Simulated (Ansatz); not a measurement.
# Lattice dynamics of SrBe (built on the sites of a database entry of SrMg), part 2 of 2

How does SrBe (built on the sites of a database entry of SrMg) vibrate, and is this structure a minimum?

Ansatz 0.2.0; DFT PBEsol, scalar-relativistic, plane waves, norm-conserving pseudopotentials.

So far. Step 3 (Tight relaxation): The forces vanish by symmetry and the pressure is -0.001 GPa, within the tolerances set. The cell now holds 25.30 Å³/atom. Step 4 (Modes at Γ): Before it was imposed, the acoustic sum rule was missed by 2.4e-4 eV/Å². Small misses are needed for a sound result but don't prove that mesh and cutoff are converged. The lowest optical mode is real, 295 cm⁻¹. The relaxed cell has a = 3.699 Å (conventional setting).

The structure was built from a prototype and need not be the compound's stable phase.

## 5. Phonons on a q mesh

Stability and thermal properties need the whole zone. Linear response on a 4×4×4 q mesh gives force constants as far as a supercell of that size would.

input.yaml

```yaml
crystal:
  lattice:
    - [3.6989351548, 0.0, 0.0]
    - [0.0, 3.6989351548, 0.0]
    - [0.0, 0.0, 3.6989351548]
  atoms:
    - { symbol: Sr, position: [0.5, 0.5, 0.5] }
    - { symbol: Be, position: [0.0, 0.0, 0.0] }
kpoints:
  mp_grid: { grid: [12, 12, 12] }
hamiltonian:
  xc: pbesol
  pseudopotentials: { kind: nc }
scf:
  occupations: { method: methfessel_paxton, width: 0.15 }
output:
  eigenvalues: true
phonons:
  method: dfpt
  qmesh: [4, 4, 4]
  temperatures: { t_max: 1000, t_step: 50 }
  qpath:
    path:
      - [[0.0, 0.0, 0.0], [0.0, 0.5, 0.0], [0.5, 0.5, 0.0], [0.0, 0.0, 0.0], [0.5, 0.5, 0.5], [0.0, 0.5, 0.0]]
      - [[0.5, 0.5, 0.5], [0.5, 0.5, 0.0]]
    npoints: 10
```

Run with:

```console
$ ansatz run input.yaml --threads 4 --pin off --max-ram 7168MiB --backend cpu --events-out ev --progress --plain --runs-dir out
```

Numbers of over 12 decimals in the logs are rounded to 6 here.

The log of the run:

```text
[...]
Crystal: 2 atoms, lattice volume = 50.609 Å³
Basis set: ecut = 1197.300995 eV, 4729 PW (Γ), exchange–correlation on 90×90×90 points (8 copies of the dense FFT grid, shifted against one another)
Bands: 11, of which v1, the nominal top of the filled ones, is band 7 counted from 1 (6 counted from 0)
Symmetry: 48 space group operations
k-points: 84 of 1728
[...]
SCF iter   1: F=—  HF=-1307.338768 eV  |F-HF|=—  |Δ(HF+E_count)|=         —  Δρ=1.90e-2  dr2=6.58e-2  ethr=3.10e-3  ⟨swp⟩=5.7  Hψ=7000  notcnv=0
[...]
SCF iter   8: F=-1307.326770 eV  HF=-1307.326770 eV  |F-HF|=3.18e-12  |Δ(HF+E_count)|=  1.48e-11  S|Δr|=    0.00e0  Δρ=1.29e-7  dr2=5.64e-12  ethr=1.00e-12  ⟨swp⟩=7.0  Hψ=6216  notcnv=0
SCF 1 converged in 8 iterations: F = -1307.326770 eV  dr2 = 5.64e-12
[...]
SCF iter   4: F=-1307.326770 eV  HF=-1307.326770 eV  |F-HF|=6.82e-13  |Δ(HF+E_count)|=  4.09e-12  S|Δr|=    0.00e0  Δρ=7.08e-8  dr2=1.43e-12  ethr=1.00e-12  ⟨swp⟩=4.5  Hψ=3370  notcnv=0
SCF 2 converged in 4 iterations: F = -1307.326770 eV  dr2 = 1.43e-12
phonons: the bands overlap, so this run is a metal and interpolates without the dipole-dipole term. If the crystal is really an insulator or semiconductor, its LO-TO splitting is missing
NSCF: frozen V_eff on 84 k-points
[...]
DFPT response loops at q = (0, 0, 0) (fractional): preconditioner auto → Kerker (q_TF=auto, 2.202 Å⁻¹) (partly filled bands, converged f_vac=0.000); β = 1.00, the filter's whole step (`scf.mixing.beta` (0.50) is not read by the response loops under this deck's `scf.mixing.preconditioner`; to damp them name `kerker` or `kerker_dos`, under which they read `scf.mixing.beta`, and type it under 1.00, their step now; both keys bind the ground state too); Broyden in place of MSR1
[...]
SCF converged after 8 iterations
[...]
Free energy (F): -1307.326770 eV
[...]
Internal energy: -1307.329803 eV  (E = F + TS)
E sigma→0 (E₀):  -1307.327529 eV
Entropy (-TS):   0.003033 eV (1.516 meV/atom)
Fermi energy:    6.591654 eV
[...]
--- Band table (eV; the first three rows and the last of 84) ---
  k-point 0: bands = [... 3 lower, -10.3492, -10.3492, 1.3477, 7.8777, 7.8777, 10.1119, 10.1119, 10.1119]
  k-point 1: bands = [... 3 lower, -10.3461, -10.3461, 1.4416, 7.7428, 7.9269, 9.9881, 9.9881, 10.1638]
  k-point 2: bands = [... 3 lower, -10.3376, -10.3376, 1.7139, 7.2977, 8.0690, 9.6885, 9.6885, 10.4623]
  k-point 83: bands = [... 3 lower, -10.6710, -10.6710, 5.4970, 5.4970, 5.4970, 6.9106, 12.4133, 12.4133]
--- Phonons (Γ-DFPT): 2 representative perturbations + reference (Σ response iterations 6) ---
  ASR residual: 2.284e-4 → 0.000e0 eV/Å²; symmetrization residual: 3.269e-7 eV/Å²
  ASR residual per site (eV/Å²): 2.28e-4 2.66e-5
  Γ frequencies (cm⁻¹): 0.00 0.00 0.00 294.62 294.62 294.62
--- Phonons (arbitrary-q DFPT): 10 irreducible q on the 4×4×4 mesh ---
  q = [0.0000, 0.0000, 0.0000] (star 1, of the zone-centre solve; hermiticity 2.51e-7, symmetrization 1.58e-14): 0.00 0.00 0.00 294.62 294.62 294.62
  q = [0.0000, 0.0000, 0.2500] (star 6, 4 solved perturbations in 1848 linear systems a pass and spin channel, the states on 588 of 1728 k-point pairs; hermiticity 2.10e-6, symmetrization 5.57e-13, the responses' own estimated error 4.8e-5 eV/Å²): 64.41 64.41 88.14 258.60 296.03 296.03
[...]
q = [0.0000, 0.2500, -0.5000] (star 12, 6 solved perturbations on 588 of 1728 k-point pairs; hermiticity 2.10e-6, symmetrization 2.59e-13, the responses' own estimated error 3.7e-5 eV/Å²): 63.36 85.56 112.08 183.28 243.70 304.25
[...]
sum rule: each row above includes the acoustic sum rule's correction from the zone centre's row sums; it moved no ω² by more than (0.90 cm⁻¹)²
  mesh force constants: q→R imaginary residual 1.43e-18; ASR residual 2.284e-4 → 0.000e0 eV/Å²; symmetrization residual 3.997e-15 eV/Å²
  interpolated dispersion: 62 rows × 6 modes
  density of states and harmonic sums: on the 20×20×20 q-mesh, interpolated from the force constants of a 4×4×4 supercell (no non-analytic term)
  largest difference from the sums on the solved wave vectors: F 6.70e-3 eV, S 1.07e-5 and C_V 4.01e-6 eV/K
  zero-point energy: 0.061504 eV/cell   skipped modes (ω ≤ 0): 3   left out of the sums: 6.25e-5 of the cell's modes: C_V's classical limit lies that fraction below 3 k_B per atom; for a crystal, a wire or a layer, F and S can be off by more, and a phonons.interpolated_qmesh denser along its periods is the remedy for the sampling
```

Run time: 7.6 min. Hardware: 4 threads of Arm Neoverse V2, shared host; peak memory 4.3 GiB; 30 min of CPU time.

Numbers from this step:

```
sum-rule residual before enforcement                    : 2.28e-4 eV/Å²
lowest frequency on the path                            : 0 cm⁻¹
highest frequency on the path or at a solved wavevector : 308.6 cm⁻¹
mean frequency                                          : 165.4 cm⁻¹
Debye temperature (second moment)                       : 346 K
logarithmic mean frequency                              : 142.2 cm⁻¹
lowest mode on the q mesh (acoustic modes at Γ apart)   : 32.88 cm⁻¹
zero-point energy per atom                              : 30.75 meV
heat capacity at 300 K                                  : 23.40 J/(mol atoms K)
vibrational entropy at 300 K                            : 35.30 J/(mol atoms K)
```

Frequencies (cm⁻¹) solved at each irreducible wavevector; negative means imaginary. Frequencies by wavevector, by row:

```csv
q in reciprocal lattice units,star,mode 1,mode 2,mode 3,mode 4,mode 5,mode 6
0 0 0,1,0,0,0,294.6,294.6,294.6
0 0 0.25,6,64.4,64.4,88.1,258.6,296,296
0 0 -0.5,3,91.8,91.8,128.5,167.4,296.7,296.7
0 0.25 0.25,12,61.9,77.4,112.8,251,252.5,300.2
0 0.25 -0.5,12,63.4,85.6,112.1,183.3,243.7,304.2
0 -0.5 -0.5,3,32.9,32.9,80.8,171,171,308.6
0.25 0.25 0.25,8,93.3,93.3,103.3,252.1,252.1,252.1
0.25 0.25 -0.5,12,60,115.7,115.7,174.4,243.9,254.2
0.25 -0.5 -0.5,6,76,76,108.2,161.2,161.2,252.6
-0.5 -0.5 -0.5,1,128,128,128,134.8,134.8,134.8
```

Interpolated from a 4×4×4 q mesh. The phonon branches at the labelled points (cm⁻¹):

```csv
point,branch 1,branch 2,branch 3,branch 4,branch 5,branch 6
Γ,0,0,0,295,295,295
halfway,64,64,88,259,296,296
X,92,92,128,167,297,297
halfway,63,86,112,183,244,304
M,33,33,81,171,171,309
halfway,62,77,113,251,252,300
Γ,0,0,0,295,295,295
halfway,93,93,103,252,252,252
R,128,128,128,135,135,135
halfway,60,116,116,174,244,254
X,92,92,128,167,297,297
jump to R,128,128,128,135,135,135
halfway,76,76,108,161,161,253
M,33,33,81,171,171,309
```

The phonon branches as a text plot (rows in cm⁻¹):

```
    302 |   ********************                         *     **
    289 |***     *              *****                 ***     *
    276 |         *            *     ***             **
    264 |   *      *          *        *             *
    251 |                    *          *           *        *
    238 |    *             **                       *
    225 |           *      **            **        *        *
    212 |     *           *
    199 |            *    *                *      *        *
    186 |          ** *  *                           **
    174 |      ****  ****                   *    *  *  ***    ***
    161 |                                        ***        **
    148 |                                    *  **         *
    135 |                                     ****        *
    122 |      *****                       ********* ********
    109 |     *     *     ****         **** *      ****      *
     96 |    * ***            *      ** ****     *     *** *  *
     84 |   * *  ************* *       *          *     *   *  **
     71 |   **    **  *    ** *     *              *   *     *
     58 |  *        *   ***  ****    **             ***       *
     45 | **         ** *      **   *                          *
     32 | *            *        ** *                            *
     19 |*                       * *
      6 |                         *
         Γ      X      M          Γ            R        X|R     M
```

Tetrahedra on a 20×20×20 mesh, mean over bins of 5 cm-1. Interpolated from a 4×4×4 q mesh. Phonon density of states against wavenumber; read off at these points:

wavenumber (cm⁻¹), phonon density of states (1/cm⁻¹/cell) and a bar:
```
        2     0.0000 
       12     0.0001 
       18     0.0004 
       28     0.0012 #
       38     0.0034 #
       42     0.0055 ##
       52     0.0133 ######
       62     0.0387 #################
       68     0.0539 ########################
       78     0.0315 ##############
       82     0.0462 ####################
       88     0.0477 #####################
       92     0.0409 ##################
      102     0.0317 ##############
      108     0.0411 ##################
      112     0.0679 ##############################
      118     0.0442 ####################
      128     0.0063 ###
      132     0.0012 #
      142     0.0010 
      152     0.0033 #
      158     0.0052 ##
      168     0.0114 #####
      178     0.0219 ##########
      182     0.0294 #############
      192     0.0180 ########
      202     0.0152 #######
      208     0.0148 #######
      218     0.0132 ######
      228     0.0147 ######
      232     0.0142 ######
      242     0.0136 ######
      248     0.0144 ######
      258     0.0158 #######
      268     0.0189 ########
      272     0.0206 #########
      282     0.0270 ############
      292     0.0509 ######################
      298     0.0522 #######################
      308     0.0080 ####
```

The partial phonon density of states has structure finer than the step of the table below, so its rows give means over 10 cm⁻¹, whole bins alone (the curve runs from -10 to 328 cm⁻¹). Peaks (cm⁻¹: height): Be 66.5: 0.00867, 183.3: 0.0236, 208.8: 0.0217, 242.8: 0.0308, 270.4: 0.0363, 293.8: 0.0563; Sr 66.5: 0.0410, 83.5: 0.0445, 113.2: 0.0624, 183.3: 0.00816.

Phonopy on the run's constants, 15x15x15 mesh, Gaussian sigma 2.4 cm-1. Interpolated from a 4×4×4 q mesh. Table of partial phonon density of states by wavenumber; means over each step; values in 1/cm⁻¹/cell:

```csv
wavenumber (cm⁻¹),Be,Sr
0,6.4e-6,7.5e-5
10,1.6e-6,2.7e-5
20,7.4e-5,7.3e-4
30,1.5e-4,0.00120
40,0.00110,0.00433
50,0.00301,0.00978
60,0.00622,0.0259
70,0.00687,0.0347
80,0.00427,0.0359
90,0.00327,0.0390
100,0.00339,0.0311
110,0.00311,0.0472
120,0.00151,0.0318
130,3.4e-4,0.00484
140,3.6e-4,4.7e-4
150,0.00149,0.00137
160,0.00382,0.00261
170,0.0111,0.00550
180,0.0191,0.00705
190,0.0125,0.00382
200,0.0120,0.00192
210,0.0176,0.00226
220,0.0128,0.00160
230,0.00344,3.3e-4
240,0.0217,0.00131
250,0.0144,9.5e-4
260,0.00770,3.4e-4
270,0.0285,0.00113
280,0.0174,6.3e-4
290,0.0412,0.00135
300,0.0358,6.6e-4
310,0.00561,8.1e-6
320,4.2e-6,0
```

Second derivatives of the energy by pair, one row for each kind of neighbour of each atom listed. Each entry sums the pair over the periodic images of the supercell that the q mesh stands for, and in a polar crystal it holds the long-range dipole part too. Force constants by pair, by row:

```csv
atom,neighbour,distance (Å),third of the trace (eV/Å²),along the pair's line (eV/Å²)
Sr1,itself,0,3.898,–
Sr1,Be,3.203,-0.3061,-0.7394
Sr1,Sr,3.699,-0.2102,-0.6673
Sr1,Sr,5.231,0.0274,0.0688
Sr1,Be,6.134,-0.0099,-0.0355
Sr1,Sr,6.407,-0.0381,-0.1058
Sr1,Sr,7.398,-0.0163,-0.0428
Be2,itself,0,1.895,–
Be2,Sr,3.203,-0.3061,-0.7394
Be2,Be,3.699,0.1816,0.5573
Be2,Be,5.231,-0.0165,-0.0384
Be2,Sr,6.134,-0.0099,-0.0355
Be2,Be,6.407,-0.0079,-0.0395
Be2,Be,7.398,-0.0417,-0.0945
```

Harmonic thermodynamic functions per atom, from the density of states. Interpolated from a 4×4×4 q mesh. Thermodynamic functions, by row:

```csv
T (K),F_vib (meV/atom),S (J/mol-atom/K),C_V (J/mol-atom/K)
0,30.75,0,0
50,30.05,4.46,8.344
100,25.55,12.84,15.94
200,4.92,26.11,21.73
300,-27.17,35.3,23.4
400,-67.45,42.13,24.05
500,-114,47.53,24.36
600,-165.7,51.99,24.54
700,-221.6,55.78,24.64
800,-281.1,59.08,24.71
900,-343.9,61.99,24.76
1000,-409.5,64.6,24.79
```

Harmonic mean-square displacement, third of the trace. Interpolated from a 4×4×4 q mesh. Mean square displacements, by row:

```csv
T (K),Sr1 U_eq (Å²),Be2 U_eq (Å²)
0,0.00218,0.00985
100,0.00441,0.01416
300,0.01206,0.03249
600,0.02388,0.0628
```

Symmetry leaves 10 wavevectors to solve. The lowest mode among them, the acoustic zeros apart, lies at q = (0, -0.5, -0.5) and is real, 32.9 cm⁻¹.

## 6. Another isotope

An isotope changes the mass and not the force constants, so no new electronic calculation is needed; the shifts show which modes move this element.

The same force constants with the mass of Sr changed from 87.620 to 85.909 u (phonopy, no LO-TO term). Both lists are sorted by frequency; levels can cross, so a row need not hold one and the same mode. Modes under 3 cm⁻¹ are left out. Isotope shifts, by row:

```csv
q,rank,natural mass (cm⁻¹),changed mass (cm⁻¹)
0 0 0,4,294.6,294.9
0 0 0,5,294.6,294.9
0 0 0,6,294.6,294.9
0 0 0.25,1,64.41,65.02
0 0 0.25,2,64.41,65.02
0 0 0.25,3,88.14,88.94
0 0 0.25,4,258.6,258.8
0 0 0.25,5,296,296.2
0 0 0.25,6,296,296.2
0 0 -0.5,1,91.78,92.69
0 0 -0.5,2,91.78,92.69
0 0 -0.5,3,128.5,129.8
0 0 -0.5,4,167.4,167.4
0 0 -0.5,5,296.7,296.7
0 0 -0.5,6,296.7,296.7
0 0.25 0.25,1,61.9,62.43
0 0.25 0.25,2,77.38,78.13
0 0.25 0.25,3,112.8,114
0 0.25 0.25,4,251,251
0 0.25 0.25,5,252.5,252.9
0 0.25 0.25,6,300.2,300.3
```

A mode of this element alone would shift by +0.99 %. The highest zone-centre frequency without the field goes from 294.6 to 294.9 cm⁻¹ (+0.1 %). The product of the frequency ratios over all optical modes at Γ is 1.003; the product rule, (m/m′)^(3k/2) (M′/M)^(3/2) with k = 1 such atoms and M the mass of the cell, gives 1.003.

## 7. Outcome

```
space group after relaxation (within 0.01 Å)            : Pm-3m
volume per atom                                         : 25.3 Å³
electronic character                                    : no gap on this mesh
highest optical mode at the zone centre (no LO-TO term) : 295 cm⁻¹
lowest optical zone-centre mode                         : 295 cm⁻¹
lowest mode on the q mesh (acoustic modes at Γ apart)   : 32.9 cm⁻¹
highest frequency on the path or at a solved wavevector : 309 cm⁻¹
zero-point energy per atom                              : 30.8 meV
heat capacity at 300 K                                  : 23.4 J/(mol atoms K)
vibrational entropy at 300 K                            : 35.3 J/(mol atoms K)
Debye temperature (second moment)                       : 346 K
imaginary modes on the 4×4×4 q mesh                     : none
```

**Reading.** The structure is a minimum as far as tested: no mode is imaginary at the 10 irreducible wavevectors of the 4×4×4 mesh, and the softest away from the acoustic zeros lies at 33 cm⁻¹. The optical modes at Γ form one degenerate level at 295 cm⁻¹. The highest mode in this list at Γ, 294.6 cm⁻¹, is mostly motion of Be (91 % of the kinetic energy). With no gap, or one that is small against the smearing, the frequencies hang on the k mesh and the smearing, most of all near Kohn anomalies. The starting cell was built on a prototype and not taken from a measurement, so the phase need not exist. These are harmonic frequencies at zero temperature: anharmonic shifts, linewidths and thermal expansion are left out.

[Logs are printed without paths, hosts, clocks, repeated set-up lines and the standing remarks that a program may print on its own settings, such as how far it seeks lower states.]

[Hosts, paths, dates, database ids (printed as entryN), source tags and the programs' standing remarks are cut or masked in the printed files.]
